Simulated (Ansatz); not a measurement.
# LiCu3S3, from a guessed structure to a relaxed one, part 2 of 2

Starting from a made-up structure for LiCu3S3, the aim is the relaxed cell, its shortest contacts and, where a second run follows, its electronic structure.

Ansatz 0.2.0; DFT, PBE, plane-wave PAW, files of the set soft_1, scalar-relativistic, ferromagnetic start, cell and ions relaxed at zero pressure; PAW set soft_1 (the session's first sound run).

So far: The starting structure; Relaxing cell and atoms. The relaxed cell has a = 3.344, c = 10.248 Å (conventional setting).

## 3. Electronic structure of the relaxed cell

A second self-consistent run takes a narrower smearing and the mesh shown in its input; the bands follow along the standard path of the relaxed lattice.

This step: DFT, PBE, plane-wave PAW, files of the set soft_1, scalar-relativistic, no spin, bands and density of states at the relaxed cell; PAW set soft_1 (Ansatz 0.2.0).

input.yaml

```yaml
crystal:
  lattice:
    - [3.343592253, 0.0, 0.0]
    - [0.0, 3.343592253, 0.0]
    - [0.0, 0.0, 10.2484128839]
  atoms:
    - { symbol: Cu, position: [0.0, 0.0, 0.5412777093] }
    - { symbol: Cu, position: [0.5, 0.5, 0.2547702036] }
    - { symbol: Cu, position: [0.0, 0.0, 0.9943838571] }
    - { symbol: S, position: [0.5, 0.5, 0.4925526637] }
    - { symbol: S, position: [0.0, 0.0, 0.2033154206] }
    - { symbol: S, position: [0.0, 0.0, 0.7860240353] }
    - { symbol: Li, position: [0.5, 0.5, 0.7405761105] }
kpoints:
  mp_grid: { grid: [10, 10, 4] }
  band_path:
    path:
      - [[0.0, 0.0, 0.0], [0.0, 0.5, 0.0], [0.5, 0.5, 0.0], [0.0, 0.0, 0.0], [0.0, 0.0, 0.5], [0.0, 0.5, 0.5], [0.5, 0.5, 0.5], [0.0, 0.0, 0.5]]
      - [[0.0, 0.5, 0.0], [0.0, 0.5, 0.5]]
      - [[0.5, 0.5, 0.0], [0.5, 0.5, 0.5]]
    npoints: 8
scf:
  occupations: { method: fermi_dirac, width: 0.03 }
  n_extra_bands: 11
hamiltonian:
  xc: pbe
  pseudopotentials: { kind: paw, azcp: { folder: soft_1 } }
output:
  forces: true
  stress: true
  write_bands: true
  dos: { projected: true }
  write_density: true
  write_potential: true
  elf: true
  volumetric_format: npy
```

Command:

```console
> ansatz run input.yaml --threads 4 --pin off --max-ram 10240MiB --backend cpu --events-out ev --progress --plain --runs-dir out
```

Numbers of over 12 decimals in the logs are rounded to 6 here.

Output:

```text
[...]
Crystal: 7 atoms, lattice volume = 114.573 Å³
Basis set: ecut = 420 eV, 2259 PW (Γ), exchange–correlation on 48×48×144 points (8 copies of the dense FFT grid, shifted against one another)
Bands: 50, of which v1, the nominal top of the filled ones, is band 39 counted from 1 (38 counted from 0)
Symmetry: 8 space group operations
[...]
k-points: 63 of 400 (time reversal used)
[...]
SCF iter   1: F=—  HF=-22790.133559 eV  |F-HF|=—  |Δ(HF+E_count)|=         —  Δρ=7.03e-2  dr2=1.34e1  ethr=3.10e-3  ⟨swp⟩=7.3  Hψ=13720  notcnv=0  defer=48
[...]
SCF iter  14: F=-22788.402652 eV  HF=-22788.402652 eV  |F-HF|=3.03e-8  |Δ(HF+E_count)|=   1.18e-7  Δρ=8.32e-6  dr2=6.14e-8  ethr=1.28e-10  ⟨swp⟩=17.0  Hψ=26625  notcnv=0
SCF 1 converged in 14 iterations: F = -22788.402652 eV  dr2 = 6.14e-8
[...]
NSCF: frozen V_eff on 75 k-points
SCF converged after 14 iterations
Free energy (F): -22788.402652 eV
[...]
Internal energy: -22788.391351 eV  (E = F + TS)
E sigma→0 (E₀):  -22788.397001 eV
Entropy (-TS):   -0.011301 eV (-1.614 meV/atom)
Fermi energy:    7.833783 eV
[...]
--- Forces (eV/Å), atoms counted from 1 ---
  atom   1  Cu     0.00000000     0.00000000     0.00737935
  atom   2  Cu     0.00000000     0.00000000     0.00728593
  atom   3  Cu    -0.00000000    -0.00000000    -0.01219826
  atom   4  S     -0.00000000     0.00000000    -0.01827574
  atom   5  S      0.00000000     0.00000000    -0.00674515
  atom   6  S      0.00000000    -0.00000000     0.01128933
  atom   7  Li     0.00000000     0.00000000     0.01128769
  max |Σ_I F_I| component: 2.31e-5 eV/Å
--- Stress (GPa, compression-positive) ---
        0.017804       0.000000      -0.000000
        0.000000       0.017804       0.000000
       -0.000000       0.000000      -0.008294
  P = ⅓ Tr σ = 0.0091 GPa (0.091 kbar)
--- Band table (eV; the first three rows and the last of 63) ---
  k-point 0: bands = [... 35 lower, 7.3008, 7.3008, 7.5796, 7.8527, 7.8527, 9.9655, 11.1789, 12.5952, ... 7 higher]
  k-point 1: bands = [... 35 lower, 7.1751, 7.1751, 7.3159, 7.9121, 7.9121, 10.3972, 11.1794, 12.2127, ... 7 higher]
  k-point 2: bands = [... 35 lower, 7.0109, 7.0177, 7.0177, 7.9595, 7.9595, 11.0701, 11.3584, 11.3752, ... 7 higher]
  k-point 62: bands = [... 35 lower, 6.5009, 6.5117, 6.8531, 6.9997, 7.5587, 9.5192, 9.6593, 11.6965, ... 7 higher]
```

Wall time 20 s (4 threads of Arm Neoverse V2, shared host); peak memory 0.65 GiB.

Numbers from this step:

```
free energy             : -22788.4027 eV
energy at zero smearing : -22788.3970 eV
smearing term TS        : 0.01130 eV
Fermi energy            : 7.834 eV
pressure                : 0.009104 GPa
```

From bands.tsv, the bands that come nearest the Fermi level along the path, at its corners, in eV from the Fermi level:

```
point  band 35  band 36  band 37  band 38  band 39  band 40  band 41  band 42
    Γ    -1.41    -0.53    -0.53    -0.25     0.02     0.02     2.13     3.35
    X    -1.32    -0.79    -0.73     0.38     1.34     1.36     2.18     4.37
    M    -1.39    -1.39    -1.32    -0.97    -0.83    -0.39     1.68     1.69
    Γ    -1.41    -0.53    -0.53    -0.25     0.02     0.02     2.13     3.35
    Z    -1.14    -0.82    -0.82    -0.82     0.13     0.13     3.24     3.52
    R    -1.14    -0.86    -0.84     0.38     1.34     1.35     2.70     3.44
    A    -1.33    -1.33    -1.32    -0.98    -0.83    -0.28     1.69     1.83
    Z    -1.14    -0.82    -0.82    -0.82     0.13     0.13     3.24     3.52
    X    -1.32    -0.79    -0.73     0.38     1.34     1.36     2.18     4.37
    R    -1.14    -0.86    -0.84     0.38     1.34     1.35     2.70     3.44
    M    -1.39    -1.39    -1.32    -0.97    -0.83    -0.39     1.68     1.69
    A    -1.33    -1.33    -1.32    -0.98    -0.83    -0.28     1.69     1.83
```

Electrostatic potential energy in the ac plane at fractional y = 0.500, with atoms of Cu and S and Li within 0.2 Å of it. With pseudopotentials it is smooth inside the atoms' cores, unlike the true potential.

Ten even steps from '_' (-39 eV) to '@' (12 eV), each cell a mean:
```
@@@@@@@@@@@@@@@@@@@@@@@@@@@@@@@@@@
@@@@@@@@@@@@@@@@@@@@@@@@@@@@@@@@@@
@@@@@@@@@@@@@@@@@@@@@@@@@@@@@@@@@@
@@@@@@@@@@@@@@@@@@@@@@@@@@@@@@@@@@
@@@@@@@@@@@@%%##****##%%@@@@@@@@@@
@@@@@@@@@@%%++--::::--++%%@@@@@@@@
@@@@@@@@@@##++--::::--++##@@@@@@@@
@@@@@@@@@@@@%%##****##%%@@@@@@@@@@
@@@@@@@@@@@@@@@@@@@@@@@@@@@@@@@@@@
@@@@@@@@@@@@%%%%%%%%%%%%@@@@@@@@@@
@@@@@@@@%%##++--::::--++##%%@@@@@@
@@@@@@%%##==__..::::..__==##%%@@@@
@@@@@@%%##==....::::....==##%%@@@@
@@@@@@@@%%##++==----==++##%%@@@@@@
@@@@@@@@@@@@@@%%%%%%%%@@@@@@@@@@@@
@@@@@@@@@@@@%%##****##%%@@@@@@@@@@
@@@@@@@@%%**--..____..--**%%@@@@@@
@@@@@@%%##--____________--##%%@@@@
@@@@@@@@##==..________..==##@@@@@@
@@@@@@@@@@%%##++++++++##%%@@@@@@@@
@@@@@@@@@@@@@@@@@@@@@@@@@@@@@@@@@@
@@@@@@@@@@@@@@@@@@@@@@@@@@@@@@@@@@
@@@@@@@@@@@@@@@@@@@@@@@@@@@@@@@@@@
@@@@@@@@@@@@@@@@@@@@@@@@@@@@@@@@@@
```
Columns run along a (3.3 Å; values clipped at the 3rd and 97th percentile), rows up along c (10.2 Å). Atoms in or near the plane, at fractional coordinates: Cu at (0.50, 0.25), S at (0.50, 0.49), Li at (0.50, 0.74).

Valence density in the ac plane at fractional y = 0.500, with atoms of Cu and S and Li within 0.2 Å of it. It is the smooth field of the valence electrons, not physical close to the nuclei.

Ten steps, logarithmic in the rise over the least value, from '_' (0 e/Å³) to '@' (54 e/Å³), each cell a mean:
```
__________________________________
__________________________________
__________________________________
__________________________________
________________....______________
____________..--++++--..__________
____________..--++++--..__________
________________....______________
__________________________________
____________............__________
________....::::::::::::....______
______....::::::....::::::....____
______....::::::....::::::....____
________......::::::::......______
____________............__________
____________............__________
__________..--++****++--..________
________..--++%%@@@@%%++--..______
________..::==**####**==::..______
____________..::::::::..__________
__________________________________
__________________________________
__________________________________
__________________________________
```
Columns run along a (3.3 Å), rows up along c (10.2 Å). Atoms in or near the plane, at fractional coordinates: Cu at (0.50, 0.25), S at (0.50, 0.49), Li at (0.50, 0.74).

ELF in the ac plane at fractional y = 0.500, with atoms of Cu and S and Li within 0.2 Å of it. It is the smooth field of the valence electrons, not physical close to the nuclei.

Values, 24 rows by 14 columns, each cell a mean:
```
0.08 0.08 0.07 0.07 0.05 0.04 0.03 0.02 0.03 0.04 0.06 0.07 0.08 0.08
0.07 0.07 0.06 0.06 0.05 0.03 0.02 0.02 0.02 0.03 0.05 0.06 0.06 0.07
0.07 0.07 0.06 0.06 0.05 0.03 0.02 0.02 0.02 0.03 0.05 0.06 0.07 0.07
0.10 0.10 0.10 0.08 0.06 0.03 0.01 0.01 0.01 0.03 0.06 0.09 0.10 0.10
0.15 0.15 0.14 0.10 0.04 0.03 0.10 0.16 0.08 0.02 0.05 0.10 0.14 0.15
0.17 0.16 0.14 0.07 0.03 0.29 0.78 0.91 0.74 0.18 0.03 0.08 0.14 0.17
0.13 0.12 0.09 0.05 0.03 0.31 0.78 0.90 0.75 0.19 0.02 0.05 0.10 0.12
0.06 0.06 0.05 0.04 0.03 0.04 0.09 0.13 0.08 0.03 0.03 0.04 0.06 0.06
0.05 0.06 0.08 0.14 0.23 0.32 0.36 0.37 0.36 0.30 0.21 0.13 0.08 0.06
0.08 0.12 0.23 0.42 0.62 0.75 0.80 0.82 0.80 0.73 0.59 0.39 0.20 0.11
0.12 0.20 0.42 0.67 0.81 0.82 0.76 0.73 0.78 0.83 0.79 0.63 0.37 0.17
0.14 0.26 0.53 0.76 0.79 0.54 0.19 0.09 0.21 0.62 0.80 0.73 0.48 0.22
0.12 0.24 0.52 0.74 0.79 0.56 0.25 0.16 0.28 0.64 0.79 0.72 0.47 0.20
0.07 0.15 0.38 0.64 0.80 0.85 0.84 0.83 0.85 0.84 0.77 0.61 0.34 0.12
0.03 0.07 0.17 0.34 0.50 0.60 0.64 0.64 0.63 0.58 0.47 0.32 0.15 0.06
0.04 0.05 0.09 0.14 0.16 0.17 0.17 0.17 0.17 0.17 0.16 0.13 0.09 0.05
0.08 0.09 0.11 0.14 0.16 0.16 0.20 0.22 0.19 0.16 0.16 0.14 0.11 0.09
0.12 0.13 0.13 0.14 0.16 0.23 0.52 0.69 0.47 0.19 0.16 0.14 0.13 0.13
0.14 0.14 0.13 0.13 0.15 0.17 0.28 0.35 0.25 0.16 0.15 0.13 0.13 0.14
0.11 0.12 0.12 0.12 0.14 0.16 0.17 0.17 0.17 0.16 0.13 0.12 0.12 0.11
0.07 0.08 0.08 0.09 0.11 0.13 0.15 0.15 0.14 0.12 0.11 0.09 0.08 0.07
0.06 0.06 0.06 0.06 0.06 0.07 0.08 0.08 0.08 0.07 0.06 0.06 0.06 0.06
0.07 0.07 0.06 0.06 0.05 0.04 0.04 0.04 0.04 0.04 0.05 0.06 0.06 0.07
0.08 0.08 0.07 0.07 0.05 0.04 0.03 0.03 0.03 0.04 0.06 0.07 0.08 0.08
```
Columns run along a (3.3 Å), rows up along c (10.2 Å). Atoms in or near the plane, at fractional coordinates: Cu at (0.50, 0.25), S at (0.50, 0.49), Li at (0.50, 0.74).

## 4. What came out

```
space group, relaxed : P4mm
conventional cell    : a = 3.344, b = 3.344, c = 10.248 Å; α = 90.0°, β = 90.0°, γ = 90.0°
volume per atom      : 16.37 Å³ (guess 17.17)
total moment         : 0.00 μB in the cell of 7 atoms
```

What this shows: LiCu3S3 relaxes to P4mm with a = 3.344, b = 3.344 and c = 10.248 Å. The guessed volume was 5 % too large. The space group P4mm was held in the relaxation, so the end point is a stationary structure within it and may be a saddle against distortions or other arrangements. The moments died out from this one start and weren't seeded again at the relaxed cell. Bands cross the Fermi level, so it is a metal or semimetal at this level. On the 10×10×4 mesh with the narrower smearing (relaxed on 8×8×3) the largest force component is 0.018 eV/Å and the largest stress component is 0.018 GPa, against the relaxation's thresholds of 0.015 eV/Å and 0.05 GPa. The cutoff wasn't tested. No dispersion term is used, so weakly bound directions may come out too long. Nothing here tests whether the compound is stable against decomposition.

[Logs are printed without paths, hosts, clocks, repeated set-up lines and the standing remarks that a program may print on its own settings, such as how far it seeks lower states.]

[Hosts, paths, dates, database ids (printed as entryN), source tags and the programs' standing remarks are cut or masked in the printed files.]
